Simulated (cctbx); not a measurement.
# A crystallographic session in cctbx: Fe3Co2NiPt2

Library: cctbx 2025.11. The data are simulated by the first script.

## 1. Simulate the data

run.py:

```python
from cctbx import adptbx, crystal, miller, sgtbx, xray
from cctbx.array_family import flex
from iotbx.shelx import hklf
from scitbx import matrix
import scitbx.random

cs = crystal.symmetry(unit_cell=(3.607, 3.634, 7.224, 90, 90, 90), space_group_symbol='Hall: -P 2 2')  # Pmmm
atoms = [  # label, site, U (iso, or U11 U22 U33 U12 U13 U23 in A^2), occupancy
    ("Pt1", (0, 0, 0.7571), (0.0041, 0.0027, 0.0027, 0.0000, 0.0000, 0.0000), 1),
    ("Ni1", (0, 0.5, 0), (0.0058, 0.0035, 0.0051, 0.0000, 0.0000, 0.0000), 1),
    ("Co1", (0.5, 0, 0), (0.0084, 0.0098, 0.0061, 0.0000, 0.0000, 0.0000), 1),
    ("Co2", (0.5, 0, 0.5), (0.0038, 0.0035, 0.0041, 0.0000, 0.0000, 0.0000), 1),
    ("Fe1", (0, 0.5, 0.5), (0.0045, 0.0040, 0.0040, 0.0000, 0.0000, 0.0000), 1),
    ("Fe2", (0.5, 0.5, 0.742), (0.0072, 0.0066, 0.0077, 0.0000, 0.0000, 0.0000), 1),
]
xs = xray.structure(crystal_symmetry=cs)
for label, site, u, occ in atoms:
    u = adptbx.u_cif_as_u_star(cs.unit_cell(), u) if isinstance(u, tuple) else u
    xs.add_scatterer(xray.scatterer(label, site=site, u=u, occupancy=occ))
xs.set_inelastic_form_factors(1.54184, "sasaki")
xs.show_summary()
p1 = xs.expand_to_p1()
ms = miller.build_set(p1, anomalous_flag=True, d_min=0.8)
flex.set_random_seed(466357)
scitbx.random.set_random_seed(466357)
ms = ms.select(flex.random_double(ms.size()) < 0.8)
i = ms.structure_factors_from_scatterers(p1, algorithm="direct").f_calc().as_intensity_array().data()
i = i * 20000 / flex.max(i)
sig = flex.sqrt(i + flex.pow2(0.03 * i) + 4 ** 2)
noise = scitbx.random.variate(scitbx.random.normal_distribution())(i.size())
data = ms.array(data=i + sig * noise, sigmas=sig).set_observation_type_xray_intensity()
with open("data.hkl", "w") as f:
    data.export_as_shelx_hklf(f)
print("reflections written:", data.size(), " <I/sigma> = %.1f" % flex.mean(data.data() / data.sigmas()))
for h, a, b in list(data.sort("data"))[:12]:
    print("%4d%4d%4d %9.1f %7.1f" % (h + (a, b)))
```

```console
$ python run.py
```

```text
Number of scatterers: 6
At special positions: 6
Unit cell: (3.607, 3.634, 7.224, 90, 90, 90)
Space group: P m m m (No. 47)
reflections written: 635  <I/sigma> = 16.4
  -1   1  -2   20062.5   616.5
   1  -1  -2   20027.8   616.5
   1   1  -2   20022.5   616.5
  -1  -1   2   19706.5   616.5
   0  -2   0   18714.7   549.4
  -1  -1  -2   18676.7   616.5
   1  -1   2   18264.3   616.5
   2   0   0   18004.4   539.2
   0   2   0   17838.6   549.4
  -2   0   0   16975.6   539.2
   0   0  -4   15853.8   533.6
   0   2  -4   11646.1   355.5
```

It took 0.19 s on 1 thread of Arm Neoverse V2, on a shared host, peak memory 0.07 GiB.

## 2. Refinement (right model, isotropic)

run.py:

```python
import math
from cctbx import adptbx, crystal, maptbx, sgtbx, xray
from cctbx.array_family import flex
from cctbx.xray import observations
from iotbx.shelx import hklf
from scitbx.lstbx import normal_eqns_solving
from smtbx import absolute_structure, utils
from smtbx.refinement import constraints, least_squares

cs = crystal.symmetry(unit_cell=(3.607, 3.634, 7.224, 90, 90, 90), space_group_symbol='Hall: -P 2 2')  # Pmmm
atoms = [  # label, site, U (iso, or U11 U22 U33 U12 U13 U23 in A^2), occupancy
    ("Pt1", (0, 0, 0.7575), 0.0200, 1),
    ("Ni1", (0, 0.5, 0), 0.0200, 1),
    ("Co1", (0.5, 0, 0), 0.0200, 1),
    ("Co2", (0.5, 0, 0.5), 0.0200, 1),
    ("Fe1", (0, 0.5, 0.5), 0.0200, 1),
    ("Fe2", (0.5, 0.5, 0.7358), 0.0200, 1),
]
xs = xray.structure(crystal_symmetry=cs)
for label, site, u, occ in atoms:
    u = adptbx.u_cif_as_u_star(cs.unit_cell(), u) if isinstance(u, tuple) else u
    xs.add_scatterer(xray.scatterer(label, site=site, u=u, occupancy=occ))
xs.set_inelastic_form_factors(1.54184, "sasaki")
raw = hklf.reader(file_name="data.hkl").as_miller_arrays(crystal_symmetry=cs, anomalous=True)[0]
merged = raw.eliminate_sys_absent().merge_equivalents()
fo2 = merged.array().set_observation_type_xray_intensity()
print("Rint %.3f, %d unique reflections to %.2f A" % (merged.r_int(), fo2.size(), fo2.d_min()))
for sc in xs.scatterers():
    sc.flags.set_grad_site(True)
    sc.flags.set_grad_u_aniso(sc.flags.use_u_aniso())
    sc.flags.set_grad_u_iso(sc.flags.use_u_iso())
obs = fo2.as_xray_observations()
extra = {}
rep = constraints.reparametrisation(xs, [], utils.connectivity_table(xs), **extra)
ls = least_squares.crystallographic_ls(obs, rep, weighting_scheme=least_squares.mainstream_shelx_weighting(a=0, b=0))
print("cycle     R1     wR2    GooF  max shift (A)")
for cycle in range(8):
    ls.build_up()
    r1, wr2, goof = ls.r1_factor(cutoff_factor=2)[0], ls.wR2(), ls.goof()
    old = xs.sites_cart()
    normal_eqns_solving.levenberg_marquardt_iterations(ls, n_max_iterations=3, tau=1e-06, step_threshold=1e-7)
    big = flex.max((xs.sites_cart() - old).norms())
    print("%4d %7.4f %7.4f %7.3f %9.5f" % (cycle + 1, r1, wr2, goof, big))
    ls.build_up(objective_only=True)
    if abs(ls.wR2() - wr2) < 5e-5 and big < 5e-4:
        break
ls.build_up()
print("final R1 %.4f wR2 %.4f GooF %.3f  parameters %d  data/parameter %.1f" % (ls.r1_factor(cutoff_factor=2)[0], ls.wR2(), ls.goof(), ls.n_parameters, fo2.size() / ls.n_parameters))
cov = ls.covariance_matrix_and_annotations()
su = dict(zip(cov.annotations, (math.sqrt(max(v, 0)) for v in cov.matrix.matrix_packed_u_diagonal())))
a2 = cs.unit_cell().reciprocal_parameters()[0] ** -2
print("atom        x        y        z      Ueq    occ   su(xyz)  su(Uiso or U11)")
for sc in xs.scatterers():
    s = max(su.get(sc.label + k, 0) for k in (".x", ".y", ".z"))
    npd = "" if sc.is_positive_definite_u(cs.unit_cell()) else "  NPD"
    print("%-5s %8.5f %8.5f %8.5f %8.4f %6.3f %8.5f %7.4f%s" % ((sc.label,) + sc.site + (sc.u_iso_or_equiv(cs.unit_cell()), sc.occupancy, s, su.get(sc.label + ".uiso", su.get(sc.label + ".u11", 0) * a2), npd)))
fo = fo2.f_sq_as_f()
fc = fo.structure_factors_from_scatterers(xs, algorithm="direct").f_calc()
diff = fo.f_obs_minus_f_calc(1 / math.sqrt(ls.scale_factor()), fc).average_bijvoet_mates()
m = diff.fft_map(symmetry_flags=maptbx.use_space_group_symmetry, resolution_factor=0.25).apply_volume_scaling()
print("difference map: max %.2f min %.2f rms %.2f" % (m.statistics().max(), m.statistics().min(), m.statistics().sigma()))
peaks = m.peak_search(parameters=maptbx.peak_search_parameters(min_distance_sym_equiv=0.6, max_clusters=6)).all()
near = xs.closest_distances(peaks.sites(), distance_cutoff=4)
sps = cs.special_position_settings(min_distance_sym_equiv=0.5)
for k, (x, h) in enumerate(zip(peaks.sites(), peaks.heights())):
    ss = sps.site_symmetry(x)
    print("Q%-3d %7.4f %7.4f %7.4f %4d %7.2f  %.2f A from %s" % ((k + 1,) + tuple(t % 1 for t in ss.exact_site()) + (ss.multiplicity(), h, near.smallest_distances[k], xs.scatterers()[near.i_seqs[k]].label)))
```

```console
$ python run.py
```

```text
Rint 0.027, 143 unique reflections to 0.80 A
cycle     R1     wR2    GooF  max shift (A)
   1  0.1438  0.3116  12.288   0.04585
   2  0.0136  0.0316   1.246   0.00000
final R1 0.0136 wR2 0.0316 GooF 1.246  parameters 8  data/parameter 17.9
atom        x        y        z      Ueq    occ   su(xyz)  su(Uiso or U11)
Pt1    0.00000  0.00000  0.75708   0.0030  1.000  0.00004  0.0002
Ni1    0.00000  0.50000  0.00000   0.0047  1.000  0.00000  0.0004
Co1    0.50000  0.00000  0.00000   0.0073  1.000  0.00000  0.0004
Co2    0.50000  0.00000  0.50000   0.0036  1.000  0.00000  0.0004
Fe1    0.00000  0.50000  0.50000   0.0042  1.000  0.00000  0.0004
Fe2    0.50000  0.50000  0.74215   0.0064  1.000  0.00015  0.0003
difference map: max 1.43 min -1.51 rms 0.29
Q1    0.1383  0.0000  0.2385    4    1.60  0.50 A from Pt1
Q2    0.1320  0.5000  0.0000    2    0.82  0.48 A from Ni1
Q3    0.5000  0.5000  0.3560    2    0.81  0.71 A from Fe2
Q4    0.1271  0.0000  0.1057    4    0.80  1.09 A from Pt1
Q5    0.5000  0.5000  0.1492    2    0.77  0.78 A from Fe2
Q6    0.3809  0.0000  0.1521    4    0.71  1.18 A from Co1
```

Time: 0.33 s.

## 3. Refinement (right model, anisotropic)

run.py, as its changes from the last script of this kind:

```diff
@@ -12,6 +12,6 @@
-    ("Pt1", (0, 0, 0.7575), 0.0200, 1),
-    ("Ni1", (0, 0.5, 0), 0.0200, 1),
-    ("Co1", (0.5, 0, 0), 0.0200, 1),
-    ("Co2", (0.5, 0, 0.5), 0.0200, 1),
-    ("Fe1", (0, 0.5, 0.5), 0.0200, 1),
-    ("Fe2", (0.5, 0.5, 0.7358), 0.0200, 1),
+    ("Pt1", (0, 0, 0.75708), 0.0030, 1),
+    ("Ni1", (0, 0.5, 0), 0.0047, 1),
+    ("Co1", (0.5, 0, 0), 0.0073, 1),
+    ("Co2", (0.5, 0, 0.5), 0.0036, 1),
+    ("Fe1", (0, 0.5, 0.5), 0.0042, 1),
+    ("Fe2", (0.5, 0.5, 0.74215), 0.0064, 1),
@@ -23,0 +24 @@
+xs.convert_to_anisotropic()
```

```console
$ python run.py
```

```text
Rint 0.027, 143 unique reflections to 0.80 A
cycle     R1     wR2    GooF  max shift (A)
   1  0.0136  0.0316   1.306   0.00064
   2  0.0099  0.0209   0.864   0.00000
final R1 0.0099 wR2 0.0209 GooF 0.864  parameters 20  data/parameter 7.2
atom        x        y        z      Ueq    occ   su(xyz)  su(Uiso or U11)
Pt1    0.00000  0.00000  0.75706   0.0030  1.000  0.00003  0.0002
Ni1    0.00000  0.50000  0.00000   0.0047  1.000  0.00000  0.0007
Co1    0.50000  0.00000  0.00000   0.0077  1.000  0.00000  0.0007
Co2    0.50000  0.00000  0.50000   0.0036  1.000  0.00000  0.0007
Fe1    0.00000  0.50000  0.50000   0.0040  1.000  0.00000  0.0007
Fe2    0.50000  0.50000  0.74206   0.0066  1.000  0.00011  0.0005
difference map: max 0.65 min -0.72 rms 0.22
Q1    0.5000  0.5000  0.3898    2    0.67  0.95 A from Fe2
Q2    0.1386  0.0000  0.1108    4    0.65  1.08 A from Pt1
Q3    0.5000  0.0000  0.3692    2    0.63  0.95 A from Co2
Q4    0.5000  0.5000  0.1293    2    0.60  0.93 A from Fe2
Q5    0.2008  0.0000  0.4098    4    0.53  1.26 A from Co2
Q6    0.0000  0.0000  0.3852    2    0.51  1.03 A from Pt1
```

Time: 0.32 s.

## 4. Refinement

run.py, as its changes from the last script of this kind:

```diff
@@ -17,0 +18 @@
+    ("Fe3", (0.421, 0.877, 0.013), 0.0300, 1),
@@ -24 +24,0 @@
-xs.convert_to_anisotropic()
@@ -38 +38 @@
-for cycle in range(8):
+for cycle in range(12):
```

```console
$ python run.py
```

```text
Rint 0.027, 143 unique reflections to 0.80 A
cycle     R1     wR2    GooF  max shift (A)
   1  0.6728  0.9335  37.232   0.04773
   2  0.6265  0.9132  36.425   0.03144
   3  0.6130  0.9066  36.162   0.02510
   4  0.6023  0.9009  35.932   0.02462
   5  0.5871  0.8928  35.612   0.12429
   6  0.5274  0.8608  34.336   0.41467
   7  0.3539  0.7423  29.607   0.56781
   8  0.8191  0.9739  38.847   0.11603
   9  0.8378  0.9781  39.014   0.13133
  10  0.8404  0.9806  39.114   0.07766
  11  0.6665  0.9289  37.052   0.03689
  12  0.6579  0.9252  36.903   0.02584
final R1 0.6532 wR2 0.9227 GooF 36.803  parameters 11  data/parameter 13.0
atom        x        y        z      Ueq    occ   su(xyz)  su(Uiso or U11)
Pt1    0.00000  0.00000  0.75247   0.0001  1.000  0.00548  0.0084
Ni1    0.00000  0.50000  0.00000   0.0001  1.000  0.00000  0.0753
Co1    0.50000  0.00000  0.00000   0.0001  1.000  0.00000  0.0911
Co2    0.50000  0.00000  0.50000   0.0001  1.000  0.00000  0.0716
Fe1    0.00000  0.50000  0.50000   0.0001  1.000  0.00000  0.0664
Fe2    0.50000  0.50000  0.73996   0.0001  1.000  0.01970  0.0611
Fe3    0.39934  0.89835  0.00000   0.0001  1.000  0.03113  0.0247
difference map: max 677.54 min -61.03 rms 38.61
Q1    0.0000  0.0000  0.2480    2  678.25  0.00 A from Pt1
Q2    0.0000  0.5000  0.0000    1  219.19  0.00 A from Ni1
Q3    0.5000  0.5000  0.2559    2  197.43  0.03 A from Fe2
Q4    0.0000  0.5000  0.5000    1  196.36  0.00 A from Fe1
Q5    0.5000  0.0000  0.0000    1  188.37  0.00 A from Co1
Q6    0.5000  0.0000  0.5000    1  160.71  0.00 A from Co2
```

Time: 0.74 s.

This run holds a fault made on purpose: spurious atom: Fe3.

## 5. Refinement

run.py, as its changes from the last script of this kind:

```diff
@@ -18 +17,0 @@
-    ("Fe3", (0.421, 0.877, 0.013), 0.0300, 1),
@@ -24 +23,2 @@
-xs.set_inelastic_form_factors(1.54184, "sasaki")
+xs.set_inelastic_form_factors(0.71073, "sasaki")
+xs.convert_to_anisotropic()
```

```console
$ python run.py
```

```text
Rint 0.027, 143 unique reflections to 0.80 A
cycle     R1     wR2    GooF  max shift (A)
   1  0.0509  0.1146   4.737   0.00030
   2  0.0160  0.0344   1.420   0.00001
final R1 0.0160 wR2 0.0344 GooF 1.420  parameters 20  data/parameter 7.2
atom        x        y        z      Ueq    occ   su(xyz)  su(Uiso or U11)
Pt1    0.00000  0.00000  0.75712   0.0042  1.000  0.00004  0.0003
Ni1    0.00000  0.50000  0.00000   0.0171  1.000  0.00000  0.0012
Co1    0.50000  0.00000  0.00000   0.0151  1.000  0.00000  0.0012
Co2    0.50000  0.00000  0.50000   0.0113  1.000  0.00000  0.0011
Fe1    0.00000  0.50000  0.50000   0.0058  1.000  0.00000  0.0011
Fe2    0.50000  0.50000  0.74214   0.0088  1.000  0.00018  0.0009
difference map: max 1.14 min -1.84 rms 0.39
Q1    0.0000  0.0000  0.1268    2    1.15  0.84 A from Pt1
Q2    0.5000  0.5000  0.1258    2    1.14  0.95 A from Fe2
Q3    0.5000  0.0000  0.3541    2    0.89  1.05 A from Co2
Q4    0.0000  0.5000  0.3630    2    0.76  0.99 A from Fe1
Q5    0.5000  0.3533  0.0000    2    0.76  1.28 A from Co1
Q6    0.0000  0.1834  0.3488    4    0.73  1.01 A from Pt1
```

Time: 0.35 s.

This run holds a fault made on purpose: dispersion terms of the wrong wavelength.

## 6. Refinement

run.py, as its changes from the last script of this kind:

```diff
@@ -14,3 +14,3 @@
-    ("Co1", (0.5, 0, 0), 0.0073, 1),
-    ("Co2", (0.5, 0, 0.5), 0.0036, 1),
-    ("Fe1", (0, 0.5, 0.5), 0.0042, 1),
+    ("Fe1", (0.5, 0, 0), 0.0073, 1),
+    ("Co1", (0.5, 0, 0.5), 0.0036, 1),
+    ("Co2", (0, 0.5, 0.5), 0.0042, 1),
@@ -23 +23 @@
-xs.set_inelastic_form_factors(0.71073, "sasaki")
+xs.set_inelastic_form_factors(1.54184, "sasaki")
```

```console
$ python run.py
```

```text
Rint 0.027, 143 unique reflections to 0.80 A
cycle     R1     wR2    GooF  max shift (A)
   1  0.0164  0.0416   1.719   0.00215
   2  0.0097  0.0228   0.942   0.00001
final R1 0.0097 wR2 0.0228 GooF 0.942  parameters 20  data/parameter 7.2
atom        x        y        z      Ueq    occ   su(xyz)  su(Uiso or U11)
Pt1    0.00000  0.00000  0.75701   0.0030  1.000  0.00003  0.0002
Ni1    0.00000  0.50000  0.00000   0.0047  1.000  0.00000  0.0008
Fe1    0.50000  0.00000  0.00000   0.0100  1.000  0.00000  0.0008
Co1    0.50000  0.00000  0.50000   0.0037  1.000  0.00000  0.0007
Co2    0.00000  0.50000  0.50000   0.0018  1.000  0.00000  0.0007
Fe2    0.50000  0.50000  0.74185   0.0066  1.000  0.00012  0.0006
difference map: max 1.14 min -1.16 rms 0.25
Q1    0.5000  0.5000  0.3873    2    1.17  0.93 A from Fe2
Q2    0.0000  0.0000  0.3734    2    1.06  0.94 A from Pt1
Q3    0.0000  0.5000  0.5000    1    0.94  0.00 A from Co2
Q4    0.1503  0.0000  0.1094    4    0.72  1.11 A from Pt1
Q5    0.5000  0.0000  0.3785    2    0.71  0.88 A from Co1
Q6    0.4037  0.3828  0.1145    8    0.67  1.17 A from Fe2
```

Run time: 0.34 s on 1 thread of Arm Neoverse V2, with other jobs on the host, peak memory 0.09 GiB.

This run holds a fault made on purpose: elements exchanged: Co2 is Fe and Fe1 is Co.

[Logs are printed without paths, hosts, clocks, repeated set-up lines and the standing remarks that a program may print on its own settings, such as how far it seeks lower states.]
